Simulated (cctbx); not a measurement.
# A disordered crystal of nominal TbRh2CN2

Cell a = 3.8870 Å, b = 3.8870 Å, c = 10.5340 Å, α = 90.00°, β = 90.00°, γ = 90.00°; space group I4/mmm (no. 139); nominal formula TbRh2CN2.

The data are simulated with cctbx, not measured: Mo Kα, λ = 0.71073 Å, to d = 0.77 Å, 50 % of the full sphere, strongest reflection 5000 counts, noise from counting, a 4 % proportional error and a noise floor of 4 counts (s.d.); no absorption.

With every site full:

```text
Rint 0.038, 72 unique reflections to 0.77 A
cycle     R1     wR2    GooF  max shift (A)
   1  0.1290  0.2823   9.454   0.00637
   2  0.0111  0.0267   0.894   0.00001
final R1 0.0111 wR2 0.0267 GooF 0.894  parameters 9  data/parameter 8.0
atom        x        y        z      Ueq    occ   su(xyz)  su(Uiso or U11)
Tb1    0.00000  0.00000  0.00000   0.0041  1.000  0.00000  0.0002
Rh1    0.00000  0.50000  0.25000   0.0052  1.000  0.00000  0.0003
N1     0.00000  0.00000  0.35470   0.0078  1.000  0.00069  0.0026
C2     0.50000  0.50000  0.00000   0.0056  1.000  0.00000  0.0037
difference map: max 1.29 min -1.08 rms 0.22
Q1    0.0000  0.0000  0.1545    4    1.30  1.63 A from Tb1
Q2    0.2500  0.2500  0.2500    8    0.87  1.37 A from Rh1
Q3    0.0000  0.0000  0.5000    2    0.79  0.00 A from C2
Q4    0.0000  0.0000  0.3493    4    0.64  0.06 A from N1
Q5    0.1262  0.1262  0.4347   16    0.62  0.98 A from C2
Q6    0.0000  0.3437  0.0867   16    0.46  1.62 A from Tb1
```

With the occupancies of the suspect sites free, each still typed as its main element:

```text
Rint 0.038, 72 unique reflections to 0.77 A
cycle     R1     wR2    GooF  max shift (A)
   1  0.0645  0.1464   4.981   0.00008
   2  0.0111  0.0266   0.907   0.00003
final R1 0.0111 wR2 0.0266 GooF 0.905  parameters 11  data/parameter 6.5
atom        x        y        z      Ueq    occ   su(xyz)  su(Uiso or U11)
Tb1    0.00000  0.00000  0.00000   0.0041  1.000  0.00000  0.0003
Rh1    0.00000  0.50000  0.25000   0.0053  1.000  0.00000  0.0003
N1     0.00000  0.00000  0.35471   0.0075  0.995  0.00071  0.0033
C2     0.50000  0.50000  0.00000   0.0057  1.002  0.00000  0.0052
su of occupancy N1: 0.042
su of occupancy C2: 0.075
difference map: max 1.29 min -1.08 rms 0.22
Q1    0.0000  0.0000  0.1544    4    1.30  1.63 A from Tb1
Q2    0.2500  0.2500  0.2500    8    0.87  1.37 A from Rh1
Q3    0.0000  0.0000  0.5000    2    0.79  0.00 A from C2
Q4    0.0000  0.0000  0.3491    4    0.65  0.06 A from N1
Q5    0.1263  0.1263  0.4346   16    0.62  0.98 A from C2
Q6    0.0000  0.3438  0.0867   16    0.46  1.62 A from Tb1
```

**Question.** What is the disorder?

X-rays count electrons. N1 refines to 0.995(0.042), or 7.0 electrons; the site truly holds 0.925 N and 0.075 C, 6.9 electrons, which is 0.989 of N; C2 refines to 1.002(0.075), or 6.0 electrons; the site truly holds 0.85 C and 0.15 N, 6.1 electrons, which is 1.025 of C. All are within 3 s.u. of full, so these data don't show the disorder. Occupancy correlates with U and the scale, and the two elements' form factors differ in shape, so the match is approximate.

Freeing them takes R1 from 0.0111 to 0.0111 and GooF from 0.89 to 0.91.

The model is made up (kin elements in a known structure type, no relaxation), so it says nothing on whether the phase exists.

[Middle refinement cycles are left out of these outputs.]

[Logs are printed without paths, hosts, clocks, repeated set-up lines and the standing remarks that a program may print on its own settings, such as how far it seeks lower states.]
